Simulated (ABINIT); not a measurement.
# Optical response of GaN

Aim: the dielectric function of GaN, and the optical constants that follow from it.

Program: ABINIT 10.8.3. Level of theory: DFT, PBE, plane waves with norm-conserving potentials (PseudoDojo), scalar-relativistic, independent-particle linear optical response without local fields. Results are calculated unless marked as measured.

## 1. Set-up

It takes space group F-43m (No. 216, cubic). The conventional cell has a = 4.507 Å, b = 4.507 Å, c = 4.507 Å, α = 90.00°, β = 90.00°, γ = 90.00°. Ga has 4 N at 1.95 Å nearest. N has 4 Ga at 1.95 Å nearest. Farther neighbours and most contacts between anions are not listed.

## 2. Ground state, bands and velocity matrix elements

First the ground state: is it a metal or has it a gap?

This step: DFT, PBE, plane waves with norm-conserving potentials (PseudoDojo), scalar-relativistic, ground state, bands at fixed density and velocity matrix elements (ABINIT 10.8.3).

run.abi

```
# ground state, bands on a dense mesh, and the derivatives d/dk of the wave functions
ndtset 3

ngkpt1 9 9 9
shiftk1 0.0 0.0 0.0
tolvrs1 1.0d-12
nband1 13
prtden1 1

iscf2 -2
getden2 1
ngkpt2 13 13 13
shiftk2 0.0 0.0 0.0
kptopt2 1
nband2 25
nbdbuf2 4
tolwfr2 1.0d-14

optdriver3 8
wfk_task3 "wfk_ddk"
prtevk3 1
getwfk3 2
getden3 1
iscf3 -2
ngkpt3 13 13 13
shiftk3 0.0 0.0 0.0
kptopt3 1
nband3 25

nshiftk 1
occopt 3
tsmear 0.001837
ecut 45.0
nstep 80
iomode 3
chksymbreak 0
chkprim 0
chksymtnons 0
acell 3*1.0 Angstrom
rprim
  0.000000000000 2.253500607500 2.253500607500
  2.253500607500 0.000000000000 2.253500607500
  2.253500607500 2.253500607500 0.000000000000
natom 2
ntypat 2
znucl 31 7
typat 1 2
xred
  0.000000000000 0.000000000000 0.000000000000
  0.250000000000 0.250000000000 0.250000000000
pseudos "Ga.upf, N.upf"
```

Command:

```sh
> mpirun -n 4 abinit run.abi
```

Numbers of over 12 decimals in the logs are rounded to 6 here.

The log of the run:

```text
DATASET    1 : space group F-4 3 m (#216); Bravais cF (face-center cubic)
 DATASET    2 : space group F-4 3 m (#216); Bravais cF (face-center cubic)
 DATASET    3 : space group F-4 3 m (#216); Bravais cF (face-center cubic)
            ngfft          40      40      40
                         0.03292    0.03292    0.03292    0.03292    0.03292    0.03292
                         0.01646    0.00823    0.03292    0.03292    0.03292    0.03292
                         0.01646    0.00823    0.03292    0.03292    0.01646    0.00823
                         0.01646    0.03292    0.06584    0.06584    0.03292    0.06584
                         0.06584    0.03292    0.03292    0.03292    0.03292
                         0.00364    0.00273    0.01092    0.01092    0.01092    0.01092
                         0.01092    0.01092    0.01092    0.01092    0.01092    0.01092
                         0.00546    0.00273    0.01092    0.01092    0.01092    0.01092
                         0.01092    0.01092    0.01092    0.01092    0.00546    0.00273
                         0.01092    0.01092    0.01092    0.01092    0.01092    0.01092
                         0.00546    0.00273    0.01092    0.01092    0.01092    0.01092
                         0.00546    0.00273    0.01092    0.01092    0.00546    0.00273
                         0.00364    0.00273    0.01092    0.01092    0.01092    0.01092
                         0.01092    0.01092    0.01092    0.01092    0.01092    0.01092
                         0.00546    0.00273    0.01092    0.01092    0.01092    0.01092
                         0.01092    0.01092    0.01092    0.01092    0.00546    0.00273
                         0.01092    0.01092    0.01092    0.01092    0.01092    0.01092
[...]
== DATASET  1 ==================================================================
 Real(R)+Recip(G) space primitive vectors, cartesian coordinates (Bohr,Bohr^-1):
 R(1)=  0.0000000  4.2584990  4.2584990  G(1)= -0.1174123  0.1174123  0.1174123
 R(2)=  4.2584990  0.0000000  4.2584990  G(2)=  0.1174123 -0.1174123  0.1174123
 R(3)=  4.2584990  4.2584990  0.0000000  G(3)=  0.1174123  0.1174123 -0.1174123
 Unit cell volume ucvol=  1.5445417E+02 bohr^3
 Angles (23,13,12)=  6.00000000E+01  6.00000000E+01  6.00000000E+01 degrees
 getcut: wavevector=  0.0000  0.0000  0.0000  ngfft=  40  40  40
     iter   Etot(hartree)      deltaE(h)  residm     vres2
 ETOT  1  -86.153279049693    -8.615E+01 6.473E-01 9.995E+02
 ETOT  2  -86.720832007852    -5.676E-01 4.515E-02 1.049E+03
 ETOT  3  -86.879483226253    -1.587E-01 6.244E-03 1.563E+00
 ETOT  4  -86.879705717039    -2.225E-04 5.022E-03 2.353E-01
 ETOT  5  -86.879733911025    -2.819E-05 2.864E-04 2.198E-02
 ETOT  6  -86.879738004641    -4.094E-06 8.044E-04 5.759E-04
 ETOT  7  -86.879738023219    -1.858E-08 8.029E-05 4.222E-05
 ETOT  8  -86.879738029133    -5.913E-09 2.386E-04 6.143E-07
 ETOT  9  -86.879738029185    -5.245E-11 1.829E-05 3.859E-08
 ETOT 10  -86.879738029192    -6.921E-12 5.974E-05 6.408E-10
 ETOT 11  -86.879738029196    -3.809E-12 8.888E-06 3.257E-12
 ETOT 12  -86.879738029190     5.230E-12 1.415E-05 3.597E-14
 At SCF step   12       vres2   =  3.60E-14 < tolvrs=  1.00E-12 =>converged.
 Cartesian components of stress tensor (hartree/bohr^3)
  sigma(1 1)= -1.77055533E-04  sigma(3 2)=  0.00000000E+00
  sigma(2 2)= -1.77055533E-04  sigma(3 1)=  0.00000000E+00
  sigma(3 3)= -1.77055533E-04  sigma(2 1)=  0.00000000E+00
 Mean square residual over all n,k,spin=   51.808E-09; max=  14.149E-06
 Fermi (or HOMO) energy (hartree) =   0.22931   Average Vxc (hartree)=  -0.43123
 Eigenvalues (hartree) for nkpt=  35  k points:
 kpt#   1, nband= 13, wtk=  0.00137, kpt=  0.0000  0.0000  0.0000 (reduced coord)
  -0.38895   -0.30295   -0.30295   -0.30295   -0.29168   -0.29168    0.19557    0.19557
   0.19557    0.26020    0.57613    0.57613    0.57613
   2.00000    2.00000    2.00000    2.00000    2.00000    2.00000    2.00000    2.00000
   2.00000    0.00000    0.00000    0.00000    0.00000
kinetic             :  7.01245231188359E+01
hartree             :  2.18370696855102E+01
xc                  : -2.40674750392333E+01
Ewald energy        : -5.83371585177303E+01
psp_core            :  3.48497872811546E+00
local_psp           : -6.05040328430890E+01
non_local_psp       : -3.94176431615898E+01
internal            : -8.68797380291809E+01
'-kT*entropy'       : -9.58725600440329E-12
total_energy        : -8.68797380291905E+01
total_energy_eV     : -2.36411810846195E+03
 Cartesian components of stress tensor (hartree/bohr^3)
  sigma(1 1)= -1.77055533E-04  sigma(3 2)=  0.00000000E+00
  sigma(2 2)= -1.77055533E-04  sigma(3 1)=  0.00000000E+00
  sigma(3 3)= -1.77055533E-04  sigma(2 1)=  0.00000000E+00
-Cartesian components of stress tensor (GPa)         [Pressure=  5.2092E+00 GPa]
== DATASET  2 ==================================================================
 Real(R)+Recip(G) space primitive vectors, cartesian coordinates (Bohr,Bohr^-1):
 R(1)=  0.0000000  4.2584990  4.2584990  G(1)= -0.1174123  0.1174123  0.1174123
 R(2)=  4.2584990  0.0000000  4.2584990  G(2)=  0.1174123 -0.1174123  0.1174123
 R(3)=  4.2584990  4.2584990  0.0000000  G(3)=  0.1174123  0.1174123 -0.1174123
 Unit cell volume ucvol=  1.5445417E+02 bohr^3
 Angles (23,13,12)=  6.00000000E+01  6.00000000E+01  6.00000000E+01 degrees
 getcut: wavevector=  0.0000  0.0000  0.0000  ngfft=  40  40  40
 Mean square residual over all n,k,spin=   45.738E-16; max=  99.854E-16
 Eigenvalues (hartree) for nkpt=  84  k points:
 kpt#   1, nband= 25, wtk=  0.00046, kpt=  0.0000  0.0000  0.0000 (reduced coord)
  -0.38895   -0.30295   -0.30295   -0.30295   -0.29168   -0.29168    0.19557    0.19557
   0.19557    0.26020    0.57613    0.57613    0.57613    0.84286    0.88794    0.88794
   0.88794    0.92305    0.92305    1.03029    1.40091    1.40091    1.40091    1.88128
== DATASET  3 ==================================================================
            ngfft          40      40      40
[...]
0.06584    0.03292    0.03292    0.03292    0.03292
[...]
0.00546    0.00273    0.01092    0.01092    0.00546    0.00273
                         0.00364    0.00273    0.01092    0.01092    0.01092    0.01092
                         0.01092    0.01092    0.01092    0.01092    0.01092    0.01092
                         0.00546    0.00273    0.01092    0.01092    0.01092    0.01092
                         0.01092    0.01092    0.01092    0.01092    0.00546    0.00273
                         0.01092    0.01092    0.01092    0.01092    0.01092    0.01092
                         0.00546    0.00273    0.01092    0.01092    0.01092    0.01092
                         0.00546    0.00273    0.01092    0.01092    0.00546    0.00273
[shortened to cell, iterations, levels, energies and stress; the echo of variables, forces, comments, warnings and credits are left out]
```

Wall time 71 s (4 MPI ranks of Arm Neoverse N1, shared host); peak memory 0.1 GiB; 4.7 min of CPU time.

This step gave:

| Quantity | Value |
| --- | --- |
| total energy | -86.88 Ha |
| gap on the k-mesh | 1.759 eV |
| direct gap on the mesh | 1.759 eV |

There is a gap, 1.76 eV on this mesh (points off the mesh can give less), so no carriers' term is needed.

## 3. Optical response

The spectrum is a sum over vertical transitions between filled and empty bands at the fixed density, so many empty bands are needed.

This step: DFT, PBE, plane waves with norm-conserving potentials (PseudoDojo), scalar-relativistic, independent-particle linear optical response without local fields (ABINIT 10.8.3).

optic.abi

```
&FILES
 ddkfile_1 = 'runo_DS3_1_EVK.nc',
 ddkfile_2 = 'runo_DS3_2_EVK.nc',
 ddkfile_3 = 'runo_DS3_3_EVK.nc',
 wfkfile = 'runo_DS2_WFK.nc'
/
&PARAMETERS
 broadening = 0.001837,
 domega = 0.0020212,
 maxomega = 0.80849,
 scissor = 0.0,
 tolerance = 0.002,
 nband_sum = 21
/
&COMPUTATIONS
 num_lin_comp = 1,
 lin_comp = 11,
 num_nonlin_comp = 0,
 num_linel_comp = 0,
 num_nonlin2_comp = 0
/
```

Command:

```sh
> optic optic.abi
```

The log of the run:

```text

 OPTIC has originally been developed by
 S. Sharma, J. K. Dewhurst and C. Ambrosch-Draxl, Phys. Rev. B 67, 165332 (2003), and
 S. Sharma and C. Ambrosch-Draxl, Physica Scripta T 109 (2004).

 rprimd(bohr)      =   0.00000   4.25850   4.25850
                       4.25850   0.00000   4.25850
                       4.25850   4.25850   0.00000
 natom             =       2
 nkpt,mband        =      84      25
 ecut              =  45.00000 Ha
 newocc: new Fermi energy is       0.230109 , with nelect=     18.000000, Number of bisection calls: 18
 Fermi level: 6.2616  (eV)

 fermie            =   0.23011 Ha   6.26158 eV
 Scissor shift     =   0.00000 Ha
 Tolerance on closeness to singularities     =   0.00200 Ha
 Smearing factor      =   0.00184 Ha
 Will use the antiresonant approximation (meaning that the antiresonant terms are neglected)
 Will not perform the bands decomposition
 linear coeffs to be calculated :
 11
 non-linear coeffs to be calculated :

 electronic part of electro-optic coeffs to be calculated :

 non-linear coeffs (V2) to be calculated :

 linear optic matrix elements will be printed :0
 optic : Call pmat2cart
 No scissor shift to be applied. Returning to main optic routine.
 optic : Call linopt
  linopt            1           1
 calculated the component:           1           1   of dielectric function
  with broadening:         (0.000000,1.83700000000000009E-003)
 and scissors shift:   0.000000
 energy window:   49.839459      eV   1.831566      Ha
 optic : Call nlinopt
 optic : Call linelop
 optic : Call nonlinopt

================================================================================

 Calculation completed.
-
program: optic
version: 10.8.3
start_datetime:
end_datetime:
overall_cpu_time:           0.2
overall_wall_time:           0.2
mpi_procs: 1
omp_threads: 1
...
```

It took 0.75 s on 1 thread; peak memory 0.05 GiB.

Read-outs, printed or worked out from the files:

```
electronic dielectric constant ε∞, mean over x, y and z (by symmetry where fewer were run) : 5.995
```

The Im ε, E ∥ x has structure finer than the step of the table below, so its rows give means over 1 eV, whole bins alone (the curve runs from 0.0550 to 21.9 eV). Peaks (eV: height): 6.1: 9.81, 6.6: 9.12, 6.9: 10.4, 7.2: 10.8, 7.8: 8.96, 8.0: 9.93, 9.5: 9.15.

Sum at mesh points, not converged in k; values under the direct gap are tails of Lorentzian lines. Im ε, E ∥ x against photon energy; means over each step:

| photon energy (eV) | Im ε, E ∥ x |
| --- | --- |
| 1 | 0.0305 |
| 2 | 0.838 |
| 3 | 1.34 |
| 4 | 1.94 |
| 5 | 2.91 |
| 6 | 5.41 |
| 7 | 7.91 |
| 8 | 5.53 |
| 9 | 6.65 |
| 10 | 6.16 |
| 11 | 5.54 |
| 12 | 5.24 |
| 13 | 2.76 |
| 14 | 1.57 |
| 15 | 0.985 |
| 16 | 0.802 |
| 17 | 0.788 |
| 18 | 0.790 |
| 19 | 0.620 |
| 20 | 0.431 |
| 21 | 0.626 |

The reflectivity at normal incidence, E ∥ x has structure finer than the step of the table below, so its rows give means over 0.5 eV, whole bins alone (the curve runs from 0.0550 to 21.9 eV). Peaks (eV: height): 12.37: 57.8, 13.53: 59.4, 13.86: 56.5, 14.57: 62.3, 14.90: 57.4, 15.67: 55.7, 16.17: 52.9.

Sum at mesh points, not converged in k. Reflectivity at normal incidence, E ∥ x against photon energy; means over each step:

| photon energy (eV) | reflectivity at normal incidence, E ∥ x (%) |
| --- | --- |
| 0.5 | 17.8 |
| 1.0 | 18.2 |
| 1.5 | 19.6 |
| 2.0 | 19.7 |
| 2.5 | 20.8 |
| 3.0 | 19.7 |
| 3.5 | 21.3 |
| 4.0 | 20.0 |
| 4.5 | 22.8 |
| 5.0 | 23.8 |
| 5.5 | 24.8 |
| 6.0 | 30.7 |
| 6.5 | 30.6 |
| 7.0 | 34.0 |
| 7.5 | 30.6 |
| 8.0 | 32.8 |
| 8.5 | 19.6 |
| 9.0 | 31.4 |
| 9.5 | 34.7 |
| 10.0 | 37.6 |
| 10.5 | 28.7 |
| 11.0 | 29.4 |
| 11.5 | 38.2 |
| 12.0 | 46.8 |
| 12.5 | 51.8 |
| 13.0 | 47.6 |
| 13.5 | 54.3 |
| 14.0 | 49.6 |
| 14.5 | 52.1 |
| 15.0 | 49.4 |
| 15.5 | 48.0 |
| 16.0 | 36.2 |
| 16.5 | 32.4 |
| 17.0 | 26.4 |
| 17.5 | 24.6 |
| 18.0 | 22.4 |
| 18.5 | 25.5 |
| 19.0 | 21.7 |
| 19.5 | 24.6 |
| 20.0 | 13.6 |
| 20.5 | 8.01 |
| 21.0 | 8.94 |
| 21.5 | 12.8 |

The loss function −Im 1/ε at q → 0, E ∥ x has structure finer than the step of the table below, so its rows give means over 0.5 eV, whole bins alone (the curve runs from 0.0550 to 21.9 eV). Peaks (eV: height): 15.78: 1.41, 17.10: 1.41, 18.64: 1.83, 19.74: 2.80, 20.18: 2.29, 20.46: 1.77, 21.50: 2.00.

Sum at mesh points, not converged in k; values under the direct gap are tails of Lorentzian lines. Table of loss function −Im 1/ε at q → 0, E ∥ x by energy loss; means over each step:

energy loss (eV), loss function −Im 1/ε at q → 0, E ∥ x and a bar:
```
      0.5       0.00 
      1.0       0.00 
      1.5       0.01 
      2.0       0.01 
      2.5       0.03 
      3.0       0.03 
      3.5       0.05 #
      4.0       0.03 
      4.5       0.04 #
      5.0       0.04 #
      5.5       0.05 #
      6.0       0.06 #
      6.5       0.07 #
      7.0       0.09 #
      7.5       0.13 ##
      8.0       0.18 ##
      8.5       0.16 ##
      9.0       0.10 #
      9.5       0.13 ##
     10.0       0.16 ##
     10.5       0.23 ###
     11.0       0.18 ##
     11.5       0.14 ##
     12.0       0.14 ##
     12.5       0.18 ###
     13.0       0.21 ###
     13.5       0.22 ###
     14.0       0.30 ####
     14.5       0.31 ####
     15.0       0.43 ######
     15.5       0.59 ########
     16.0       0.80 ###########
     16.5       1.05 ###############
     17.0       1.14 ################
     17.5       1.18 #################
     18.0       1.11 ################
     18.5       1.42 ####################
     19.0       1.46 #####################
     19.5       2.13 ##############################
     20.0       2.01 ############################
     20.5       1.45 ####################
     21.0       1.14 ################
     21.5       1.70 ########################
```

At chosen wavelengths:

| wavelength (nm) | n | k | R (%) | 1/α |
| --- | --- | --- | --- | --- |
| 1550 | 2.47 | 0.003 | 18.0 | 36 µm |
| 1064 | 2.51 | 0.007 | 18.5 | 13 µm |
| 800 | 2.60 | 0.024 | 19.7 | 2.6 µm |
| 633 | 2.55 | 0.038 | 19.0 | 1.3 µm |
| 450 | 2.39 | 0.323 | 17.6 | 111 nm |
| 405 | 2.49 | 0.366 | 19.1 | 88 nm |
| 193 | 2.67 | 1.164 | 27.9 | 13 nm |

Below the direct gap, k and the depth come from the tails of the Lorentzian lines, not from transitions.

Rows near the edge hang on the gap, which this functional as a rule makes too small, and phonon-assisted absorption is left out.

## 4. What came out

| Item | Value |
| --- | --- |
| electronic dielectric constant ε∞, mean over x, y and z (by symmetry where fewer were run) (independent particles) | 5.99 |

What this shows: At this level (PBE, independent particles) GaN has ε∞ = 5.99 and n = 2.47 at 1550 nm. On the mesh the gap is 1.76 eV and the least direct gap 1.76 eV. Excitons and phonon-assisted transitions are missing, and so are local fields; PBE gaps are as a rule too small, which pulls the onset down and ε∞ up. The sum runs over mesh points 0.19 Å⁻¹ apart with no interpolation, so peaks are partly noise of the mesh and static values carry its error. Besides steps told in other documents, this task had 1 run with a known fault of program or setting; those not told in a step above aren't shown.

[Logs are printed without paths, hosts, clocks, repeated set-up lines and the standing remarks that a program may print on its own settings, such as how far it seeks lower states.]

[Hosts, paths, dates, database ids (printed as entryN), source tags and the programs' standing remarks are cut or masked in the printed files.]
